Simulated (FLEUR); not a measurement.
# Co (c factor at fixed volume 0.9 on the database's cell): from one collinear state to anisotropy

Aim: the anisotropy of Co (c factor at fixed volume 0.9 on the database's cell) from single passes in the potential of one collinear state.

Program: FLEUR MaX-R8.1. Level of theory: PBE; all-electron FLAPW, Dirac cores, scalar-relativistic bands. Results are calculated unless marked as measured.

### Step 1. The starting structure

It takes space group P6_3/mmc (No. 194, hexagonal). Conventional cell: a = 2.643 Å, b = 2.643 Å, c = 3.663 Å, α = 90.00°, β = 90.00°, γ = 120.00°. Nearest to Co lie 12 Co at 2.38 to 2.64 Å.

The cell is strained on purpose: c factor at fixed volume 0.9 on the database's cell.

### Step 2. Reference state

The force theorems are single passes in this state's potential, so it has to be converged first.

No symmetry is used, so that later steps may turn the spins freely; k and −k are joined. inpgen writes inp.xml from crystal.txt; cutoffs, mixing, functional, smearing and local orbitals are then set in the file. The k list scf (kpts.xml, not shown) is a Γ-centred 12×12×12 mesh; where the ranks do not divide the number of points, some are split in two of half the weight.

inp.xml reads:

```
<?xml version="1.0" encoding="UTF-8" standalone="no"?>
<fleurInput fleurInputVersion="0.39">
   <comment>
      Co
   </comment>
   <calculationSetup>
      <cutoffs Kmax="3.73" Gmax="11.2" GmaxXC="11.2" numbands="0"/>
      <scfLoop itmax="110" minDistance="0.00002" maxIterBroyd="15" imix="Anderson" alpha="0.05" precondParam="0.0" spinf="2.0" sdNocoIR="T"/>
      <coreElectrons ctail="F" frcor="F" kcrel="0" coretail_lmax="0"/>
      <xcFunctional name="pbe" relativisticCorrections="F"/>
      <magnetism jspins="2" l_noco="F" l_ss="F">
         <qss>0.0 0.0 0.0</qss>
         <mtNocoParams l_mperp="F" l_mtNocoPot="F" l_relaxSQA="F" mag_mixing_scheme="0" mix_RelaxWeightOffD="1.0" l_constrained="F" mix_constr="1.0"/>
         <sourceFreeMag l_sourceFree="F" l_scaleMag="F" mag_scale="1.0"/>
      </magnetism>
      <soc l_soc="F" theta="0.0" phi="0.0" spav="F"/>
      <expertModes spex="0" secvar="F"/>
      <geometryOptimization l_f="F" forcealpha="1.0" forcemix="BFGS" epsdisp="0.00001" epsforce="0.00001"/>
      <ldaU l_linMix="F" mixParam="0.05" spinf="1.0"/>
   </calculationSetup>
   <cell>
      <bzIntegration valenceElectrons="34.0" mode="hist" fermiSmearingEnergy="0.00183747">
         <kPointListSelection listName="scf"/>
         <xi:include xmlns:xi="http://www.w3.org/2001/XInclude" href="kpts.xml"> </xi:include>
      </bzIntegration>
      <xi:include xmlns:xi="http://www.w3.org/2001/XInclude" href="sym.xml"> </xi:include>
      <bulkLattice scale="1.0">
         <bravaisMatrix>
            <row-1>    4.9946059957945428    -0.0000000049132879     0.0000000000000000</row-1>
            <row-2>   -2.4973029936359392     4.3254556767153662     0.0000000000000000</row-2>
            <row-3>    0.0000000000000000     0.0000000000000000     6.9218967190585854</row-3>
         </bravaisMatrix>
      </bulkLattice>
   </cell>
   <atomSpecies>
      <species name="Cobalt (Co2.000" element="Co" atomicNumber="27">
         <mtSphere radius="2.2" gridPoints="727" logIncrement="0.017"/>
         <atomicCutoffs lmax="8" lnonsphr="6"/>
         <electronConfig flipSpins="F">
            <coreConfig>(1s1/2) (2s1/2) (2p1/2) (2p3/2)</coreConfig>
            <valenceConfig>(3s1/2) (3p1/2) (3p3/2) (4s1/2) (3d3/2) (3d5/2)</valenceConfig>
            <stateOccupation state="(3d3/2)" spinUp="1.5" spinDown="1.3"/>
            <stateOccupation state="(3d5/2)" spinUp="3.0" spinDown="1.2"/>
         </electronConfig>
         <energyParameters s="4" p="4" d="3" f="4"/>
         <lo type="SCLO" l="0" n="3" eDeriv="0"/>
         <lo type="SCLO" l="1" n="3" eDeriv="0"/>
      </species>
   </atomSpecies>
   <atomGroups>
      <atomGroup species="Cobalt (Co2.000">
         <relPos label="                   1">1.000/3.000 -1.000/3.000 1.000/4.000</relPos>
         <force calculate="T" relaxXYZ="TTT"/>
         <nocoParams  alpha="0.0" beta="0.0"/>
      </atomGroup>
      <atomGroup species="Cobalt (Co2.000">
         <relPos label="                   2">-1.000/3.000 1.000/3.000 -1.000/4.000</relPos>
         <force calculate="T" relaxXYZ="TTT"/>
         <nocoParams  alpha="0.0" beta="0.0"/>
      </atomGroup>
   </atomGroups>
   <output dos="F" band="F" slice="F">
      <bandDOS minEnergy="-.5*Htr" maxEnergy="0.5*Htr" sigma="0.015" storeEVData="T"/>
      <plotting iplot="0" polar="F">
         <plot TwoD="T" vec1="  1.0  0.0  0.0" vec2="  0.0  1.0  0.0" vec3="  0.0  0.0  1.0" zero="  0.0  0.0  0.0" file="plot"/>
      </plotting>
      <moessbauerParams electricFieldGradient="F" isomerShift="F" coreHyperfine="F" valenceHyperfine="F"/>
   </output>
</fleurInput>
```

crystal.txt reads:

```
Co
&input film=F cartesian=F /
2.64303167045  -0.00000000260  0.00000000000
-1.32151583297  2.28893257092  0.00000000000
0.00000000000  0.00000000000  3.66291000000
1.8897261246
1.0 1.0 1.0

2
27 0.33333333333  0.66666666667  0.25000000000 : 2.000
27 0.66666666667  0.33333333333  0.75000000000 : 2.000

&kpt div1=12 div2=12 div3=12 gamma=T /
```

Run with:

```console
$ OMP_NUM_THREADS=1 inpgen -f crystal.txt -nosym -noco > inpgen.log  # inp.xml is then edited as shown
$ OMP_NUM_THREADS=1 mpirun -n 8 fleur_MPI > fleur.log
```

The log of the run:

```text
Welcome to FLEUR        (www.flapw.de)
      MaX-Release 8.1          (www.max-centre.eu)

 ========== k-point set info ==========
 Selected k-point list: scf
 k-point list type: mesh
 0 x 0 x 0
 Number of k points: 872

 ------------Calculation Setup---------------------------
 Number of MPI-tasks      :            8
 Number of PE/node        :            8
 Number of OMP-threads    :            1
 k-points in parallel     :            8
 pe's per k-point         :            1
 No of k-point loops      :          109
 Eigenvalue solver        :       lapack
 Number of basis functions:          153
 Approximate size of matrices (H+S) per k-point:         0.001 GB
 --------------------------------------------------------
 Iteration:     1   Distance:       8.64539371 me/bohr^3
 Iteration:     2   Distance:       7.53638893 me/bohr^3
 Iteration:     3   Distance:       4.57275514 me/bohr^3
 Iteration:     4   Distance:       1.36499522 me/bohr^3
 Iteration:     5   Distance:       1.26208584 me/bohr^3
 Iteration:     6   Distance:       0.42376513 me/bohr^3
 Iteration:     7   Distance:       0.40840071 me/bohr^3
 Iteration:     8   Distance:       0.16891087 me/bohr^3
 Iteration:     9   Distance:       0.17181188 me/bohr^3
 Iteration:    10   Distance:       0.05265075 me/bohr^3
 Iteration:    11   Distance:       0.03609117 me/bohr^3
 Iteration:    12   Distance:       0.00919607 me/bohr^3
 Iteration:    13   Distance:       0.00341439 me/bohr^3
 Iteration:    14   Distance:       0.00122712 me/bohr^3
 Iteration:    15   Distance:       0.00013752 me/bohr^3
 Iteration:    16   Distance:       0.00012024 me/bohr^3
 Iteration:    17   Distance:       0.00005850 me/bohr^3
 Iteration:    18   Distance:       0.00003352 me/bohr^3
 Iteration:    19   Distance:       0.00002310 me/bohr^3
 Iteration:    20   Distance:       0.00000466 me/bohr^3

 ********************************************************************
 Run finished successfully
 Stop message:
   all done
 ********************************************************************

--- out.xml (last complete iteration) ---
<iteration numberForCurrentRun="   20" overallNumber="   20">
         <energyParameters units="Htr">
            <atomicEP atomType="1" spin="1" branch="4s" branchLowest="-3.16" branchHighest="2.02" value="0.1955876965"/>
            <atomicEP atomType="1" spin="1" branch="4p" branchLowest="-1.80" branchHighest="2.64" value="0.3312915854"/>
            <atomicEP atomType="1" spin="1" branch="3d" branchLowest="-9.99" branchHighest="0.40" value="0.2672344471"/>
            <atomicEP atomType="1" spin="1" branch="4f" branchLowest="-9.99" branchHighest="3.82" value="0.6475401262"/>
            <loAtomicEP atomType="1" spin="1" branch="3s" branchLowest="-32.42" branchHighest="-3.16" value="-3.1695469360"/>
            <loAtomicEP atomType="1" spin="1" branch="3p" branchLowest="-27.67" branchHighest="-1.80" value="-1.8199948642"/>
            <atomicEP atomType="2" spin="1" branch="4s" branchLowest="-3.16" branchHighest="2.02" value="0.1955876965"/>
            <atomicEP atomType="2" spin="1" branch="4p" branchLowest="-1.80" branchHighest="2.64" value="0.3312915854"/>
            <atomicEP atomType="2" spin="1" branch="3d" branchLowest="-9.99" branchHighest="0.40" value="0.2672344471"/>
            <atomicEP atomType="2" spin="1" branch="4f" branchLowest="-9.99" branchHighest="3.82" value="0.6475401262"/>
            <loAtomicEP atomType="2" spin="1" branch="3s" branchLowest="-32.42" branchHighest="-3.16" value="-3.1695469359"/>
            <loAtomicEP atomType="2" spin="1" branch="3p" branchLowest="-27.67" branchHighest="-1.80" value="-1.8199948642"/>
            <atomicEP atomType="1" spin="2" branch="4s" branchLowest="-3.09" branchHighest="2.07" value="0.1881090501"/>
            <atomicEP atomType="1" spin="2" branch="4p" branchLowest="-1.72" branchHighest="2.68" value="0.3193829628"/>
            <atomicEP atomType="1" spin="2" branch="3d" branchLowest="-9.99" branchHighest="0.48" value="0.3184355471"/>
            <atomicEP atomType="1" spin="2" branch="4f" branchLowest="-9.99" branchHighest="3.87" value="0.6325250357"/>
            <loAtomicEP atomType="1" spin="2" branch="3s" branchLowest="-32.38" branchHighest="-3.09" value="-3.0942060043"/>
            <loAtomicEP atomType="1" spin="2" branch="3p" branchLowest="-27.64" branchHighest="-1.72" value="-1.7467014598"/>
            <atomicEP atomType="2" spin="2" branch="4s" branchLowest="-3.09" branchHighest="2.07" value="0.1881090501"/>
            <atomicEP atomType="2" spin="2" branch="4p" branchLowest="-1.72" branchHighest="2.68" value="0.3193829628"/>
            <atomicEP atomType="2" spin="2" branch="3d" branchLowest="-9.99" branchHighest="0.48" value="0.3184355471"/>
            <atomicEP atomType="2" spin="2" branch="4f" branchLowest="-9.99" branchHighest="3.87" value="0.6325250357"/>
            <loAtomicEP atomType="2" spin="2" branch="3s" branchLowest="-32.38" branchHighest="-3.09" value="-3.0942060043"/>
            <loAtomicEP atomType="2" spin="2" branch="3p" branchLowest="-27.64" branchHighest="-1.72" value="-1.7467014598"/>
         </energyParameters>
         <bandgap value="0.0000000000" units="eV"/>
         <sumValenceSingleParticleEnergies value="-29.0550611669" units="Htr"/>
         <FermiEnergy value="0.3589123366" units="Htr"/>
         <valenceDensity>
            <mtCharges spin="1">
               <mtCharge atomType="1" total="8.7438509" s="1.1835331" p="3.1506816" d="4.3941459" f="0.0116892"/>
               <mtCharge atomType="2" total="8.7438509" s="1.1835331" p="3.1506816" d="4.3941459" f="0.0116892"/>
            </mtCharges>
            <mtCharges spin="2">
               <mtCharge atomType="1" total="7.0659107" s="1.1919735" p="3.1855748" d="2.6738121" f="0.0113956"/>
               <mtCharge atomType="2" total="7.0659107" s="1.1919735" p="3.1855748" d="2.6738121" f="0.0113956"/>
            </mtCharges>
            <spinDependentCharge spin="1" total="18.6076777" interstitial="1.1199758" mtSpheres="17.4877018"/>
            <spinDependentCharge spin="2" total="15.3923223" interstitial="1.2605010" mtSpheres="14.1318213"/>
            <totalCharge value="34.0000000000"/>
         </valenceDensity>
         <coreStates atomType="     1" atomicNumber=" 27" spin="1" kinEnergy="    624.7525683414" eigValSum="   -393.7941445085" lostElectrons=" 0.000000">
            <state n="1" l="0" j="0.5" energy="-278.3534552174" weight="1.0000000000"/>
            <state n="2" l="0" j="0.5" energy="-32.4187042301" weight="1.0000000000"/>
            <state n="2" l="1" j="0.5" energy="-28.0369035931" weight="1.0000000000"/>
            <state n="2" l="1" j="1.5" energy="-27.4925407339" weight="2.0000000000"/>
         </coreStates>
         <coreStates atomType="     1" atomicNumber=" 27" spin="2" kinEnergy="    625.1117162588" eigValSum="   -393.6779125927" lostElectrons=" 0.000000">
            <state n="1" l="0" j="0.5" energy="-278.3537784184" weight="1.0000000000"/>
            <state n="2" l="0" j="0.5" energy="-32.3829070102" weight="1.0000000000"/>
            <state n="2" l="1" j="0.5" energy="-28.0105427173" weight="1.0000000000"/>
            <state n="2" l="1" j="1.5" energy="-27.4653422234" weight="2.0000000000"/>
         </coreStates>
         <coreStates atomType="     2" atomicNumber=" 27" spin="1" kinEnergy="    624.7525683414" eigValSum="   -393.7941445084" lostElectrons=" 0.000000">
            <state n="1" l="0" j="0.5" energy="-278.3534552174" weight="1.0000000000"/>
            <state n="2" l="0" j="0.5" energy="-32.4187042300" weight="1.0000000000"/>
            <state n="2" l="1" j="0.5" energy="-28.0369035931" weight="1.0000000000"/>
            <state n="2" l="1" j="1.5" energy="-27.4925407339" weight="2.0000000000"/>
         </coreStates>
         <coreStates atomType="     2" atomicNumber=" 27" spin="2" kinEnergy="    625.1117162588" eigValSum="   -393.6779125926" lostElectrons=" 0.000000">
            <state n="1" l="0" j="0.5" energy="-278.3537784183" weight="1.0000000000"/>
            <state n="2" l="0" j="0.5" energy="-32.3829070102" weight="1.0000000000"/>
            <state n="2" l="1" j="0.5" energy="-28.0105427172" weight="1.0000000000"/>
            <state n="2" l="1" j="1.5" energy="-27.4653422234" weight="2.0000000000"/>
         </coreStates>
         <allElectronCharges>
            <spinDependentCharge spin="1" total="28.6076777" interstitial="1.1199758" mtSpheres="27.4877018"/>
            <spinDependentCharge spin="2" total="25.3923223" interstitial="1.2605010" mtSpheres="24.1318213"/>
            <totalCharge value="54.0000000003"/>
         </allElectronCharges>
         <magneticMomentsInMTSpheres units="muBohr">
            <globalMagMoment atomType="1" vec="0.00000   0.00000   1.67794"/>
            <localMagMoment atomType="1" vec="0.00000   0.00000   1.67794"/>
            <globalMagMoment atomType="2" vec="0.00000   0.00000   1.67794"/>
            <localMagMoment atomType="2" vec="0.00000   0.00000   1.67794"/>
         </magneticMomentsInMTSpheres>
         <moessbauerParams unitsHFF="kG" unitsIS="e/bohr^3" unitsEFG="Htr/bohr^2">
         </moessbauerParams>
         <totalEnergy value="    -2786.9399055517" units="Htr">
            <sumOfEigenvalues value="    -1603.9991753691">
               <coreElectrons value="-1574.9441142022"/>
               <valenceElectrons value="-29.0550611669"/>
            </sumOfEigenvalues>
            <densityCoulombPotentialIntegral value="-4277.1974545365"/>
            <densityEffectivePotentialIntegral value="-4432.2551953350"/>
            <chargeDenXCDenIntegral value="-119.4057954458"/>
            <FockExchangeEnergyValence value="0.0000000000"/>
            <FockExchangeEnergyCore value="0.0000000000"/>
            <atomTypeDependentContributions atomType="1">
               <electronNucleiInteractionDifferentMTs value="1667.0248470428"/>
               <MadelungTerm value="-11.5708543589"/>
            </atomTypeDependentContributions>
            <atomTypeDependentContributions atomType="2">
               <electronNucleiInteractionDifferentMTs value="1667.0248470430"/>
               <MadelungTerm value="-11.5708543588"/>
            </atomTypeDependentContributions>
            <tkbTimesEntropy value="0.0006185110"/>
            <freeEnergy value="-2786.9405240627"/>
            <extrapolationTo0K value="-2786.9402148072"/>
         </totalEnergy>
         <densityConvergence units="me/bohr^3">
            <chargeDensity spin="1" distance="0.0000024495"/>
            <chargeDensity spin="2" distance="0.0000029220"/>
            <overallChargeDensity distance="0.0000027084"/>
            <spinDensity distance="0.0000046627"/>
         </densityConvergence>
      </iteration>
```

It took 79 s on 8 MPI ranks of Arm Neoverse V2, shared host; peak memory 0.77 GiB; 11 min of CPU time.

This step gave:

| Quantity | Value |
| --- | --- |
| free energy | -75836.5150 eV |
| program's band gap on this mesh (in a metal only a level spacing) | 0 eV |
| magnetization | 3.215 μB |
| final state | ferromagnetic |
| largest moment | 1.678 μB |

After 20 cycles the largest moment stands at 1.68 μB.

### Step 3. Anisotropy by the force theorem, rung 1

Anisotropy is a small difference, so it is taken from sums over occupied states at a frozen potential, where most errors cancel.

One pass with spin–orbit coupling for each direction, from the saved density. Inversion lets half of the mesh serve, which the program's warning doesn't know. The k list mae (kpts.xml, not shown) is a Γ-centred 17×17×11 mesh.

inp.xml: that of step 2 with these lines changed.

```diff
@@ -6,4 +6,4 @@
    <calculationSetup>
-      <cutoffs Kmax="3.73" Gmax="11.2" GmaxXC="11.2" numbands="0"/>
-      <scfLoop itmax="110" minDistance="0.00002" maxIterBroyd="15" imix="Anderson" alpha="0.05" precondParam="0.0" spinf="2.0" sdNocoIR="T"/>
+      <cutoffs Kmax="3.73" Gmax="11.2" GmaxXC="11.2" numbands="74"/>
+      <scfLoop itmax="1" minDistance="0.00002" maxIterBroyd="15" imix="Anderson" alpha="0.05" precondParam="0.0" spinf="2.0" sdNocoIR="T"/>
       <coreElectrons ctail="F" frcor="F" kcrel="0" coretail_lmax="0"/>
@@ -15,3 +15,3 @@
       </magnetism>
-      <soc l_soc="F" theta="0.0" phi="0.0" spav="F"/>
+      <soc l_soc="T" theta="0.0" phi="0.0" spav="F"/>
       <expertModes spex="0" secvar="F"/>
@@ -22,3 +22,3 @@
       <bzIntegration valenceElectrons="34.0" mode="hist" fermiSmearingEnergy="0.00183747">
-         <kPointListSelection listName="scf"/>
+         <kPointListSelection listName="mae"/>
          <xi:include xmlns:xi="http://www.w3.org/2001/XInclude" href="kpts.xml"> </xi:include>
@@ -68,2 +68,5 @@
    </output>
+   <forceTheorem>
+      <MAE theta="0.0 1.5707963 1.5707963 0.7853982" phi="0.0 0.0 0.5235988 0.0"/>
+   </forceTheorem>
 </fleurInput>
```

Run with:

```console
$ OMP_NUM_THREADS=1 mpirun -n 8 fleur_MPI -warn_only > fleur.log
```

The log of the run:

```text
[banner, memory and clock lines left out]
Welcome to FLEUR        (www.flapw.de)
      MaX-Release 8.1          (www.max-centre.eu)
************FLEUR-Warning*****************
Error message: k-point set is not compatible to missing time-reversal symmetry in calculation.
Error occurred in subroutine: gen_bz
Error from PE:0/8
Other PEs with error messages:
     3-k-point set is not compatible to missing time-reversal symmetry in calculation.
     4-k-point set is not compatible to missing time-reversal symmetry in calculation.
     5-k-point set is not compatible to missing time-reversal symmetry in calculation.
     6-k-point set is not compatible to missing time-reversal symmetry in calculation.
     7-k-point set is not compatible to missing time-reversal symmetry in calculation.
*****************************************

 ========== k-point set info ==========
 Selected k-point list: mae
 k-point list type: mesh
 0 x 0 x 0
 Number of k points: 1592

************FLEUR-Warning*****************
Error message: k-point set is not compatible to missing time-reversal symmetry in calculation.
Error occurred in subroutine: gen_bz
Error from PE:3/8
Other PEs with error messages:
     4-k-point set is not compatible to missing time-reversal symmetry in calculation.
     5-k-point set is not compatible to missing time-reversal symmetry in calculation.
     6-k-point set is not compatible to missing time-reversal symmetry in calculation.
     7-k-point set is not compatible to missing time-reversal symmetry in calculation.
*****************************************
 [... set-up left out ...]
 ********************************************************************
 Run finished successfully
 Stop message:
   Forcetheorem MAE
 ********************************************************************

--- out.xml (force theorem) ---
<Forcetheorem_MAE Angles="4" units="Htr">
            <Angle theta="0.0000000" phi="0.0000000" ev-sum="-29.056451451"/>
            <Angle theta="1.5707963" phi="0.0000000" ev-sum="-29.056439504"/>
            <Angle theta="1.5707963" phi="0.5235988" ev-sum="-29.056439489"/>
            <Angle theta="0.7853982" phi="0.0000000" ev-sum="-29.056445402"/>
         </Forcetheorem_MAE>
```

Wall time 50 s (8 MPI ranks); peak memory 1.7 GiB; 6.7 min of CPU time.

Anisotropy energies, by row:

```
                              axis       x    y       z  band energy less the first axis' (meV a cell)
                             [001]       0    0       1                                              0
                             [100]       1    0       0                                         0.3251
                             [210]   0.866  0.5       0                                         0.3255
45 degrees from [001] toward [100]  0.7071    0  0.7071                                         0.1646
```

Indices are those of the standard conventional cell; x, y, z give the same directions in the axes of the input.

(Part 1 of 2 ends here.)

[Logs and program files are shortened in this print: banners, set-up blocks, solver, clock and traceback lines can be left out without a mark of their own.]

[Logs are printed without paths, hosts, clocks, repeated set-up lines and the standing remarks that a program may print on its own settings, such as how far it seeks lower states.]

[Hosts, paths, dates, database ids (printed as entryN), source tags and the programs' standing remarks are cut or masked in the printed files.]

[Where a cell is said to come from a database of computed structures, the database is the Materials Project.]
